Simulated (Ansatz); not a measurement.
Rows from a G0W0 calculation on KCdCO3F (P-6m2) (Ansatz 0.2.0; G0W0 on PBE, plane waves, PAW; PAW set soft_1; 6×6×6 mesh, 81 empty bands, screening to 50 eV, PAW set soft_1 files), in eV. Spin-orbit coupling is left out.

```
row      Σx     Σc     Vxc     Z
  A  -27.06   4.89  -21.32  0.77
  B  -11.28  -3.72  -17.32  0.80
  C   -8.75  -3.41  -13.33  0.85
  D  -12.99  -3.31  -17.85  0.82
  E  -27.08   4.89  -21.33  0.77
  F   -8.65  -3.64  -14.22  0.82
```

Question: Which rows are filled states and which are empty ones, and how can one tell?

Filled: A and E. Empty: B, C, D and F. The sign of Σc tells: for a filled state bare exchange, which holds its interaction with itself, lies below Vxc (Σx − Vxc is -5.7 eV or lower here) and screening gives part back as a positive Σc. For an empty state Σx lies above Vxc (+4.6 eV or more) and the Coulomb hole leaves Σc negative.

[Paths, hosts, dates, memory and timing lines, banners, echoed tables and standing remarks are left out of the program output.]

[Logs are printed without paths, hosts, clocks, repeated set-up lines and the standing remarks that a program may print on its own settings, such as how far it seeks lower states.]

[Runs of the session that timed out or met a known fault of the program may be left out.]

[Cells called generated may have been cut or substituted from an entry of the Crystallography Open Database or the Materials Project.]

[Hosts, paths, dates, database ids (printed as entryN), source tags and the programs' standing remarks are cut or masked in the printed files.]
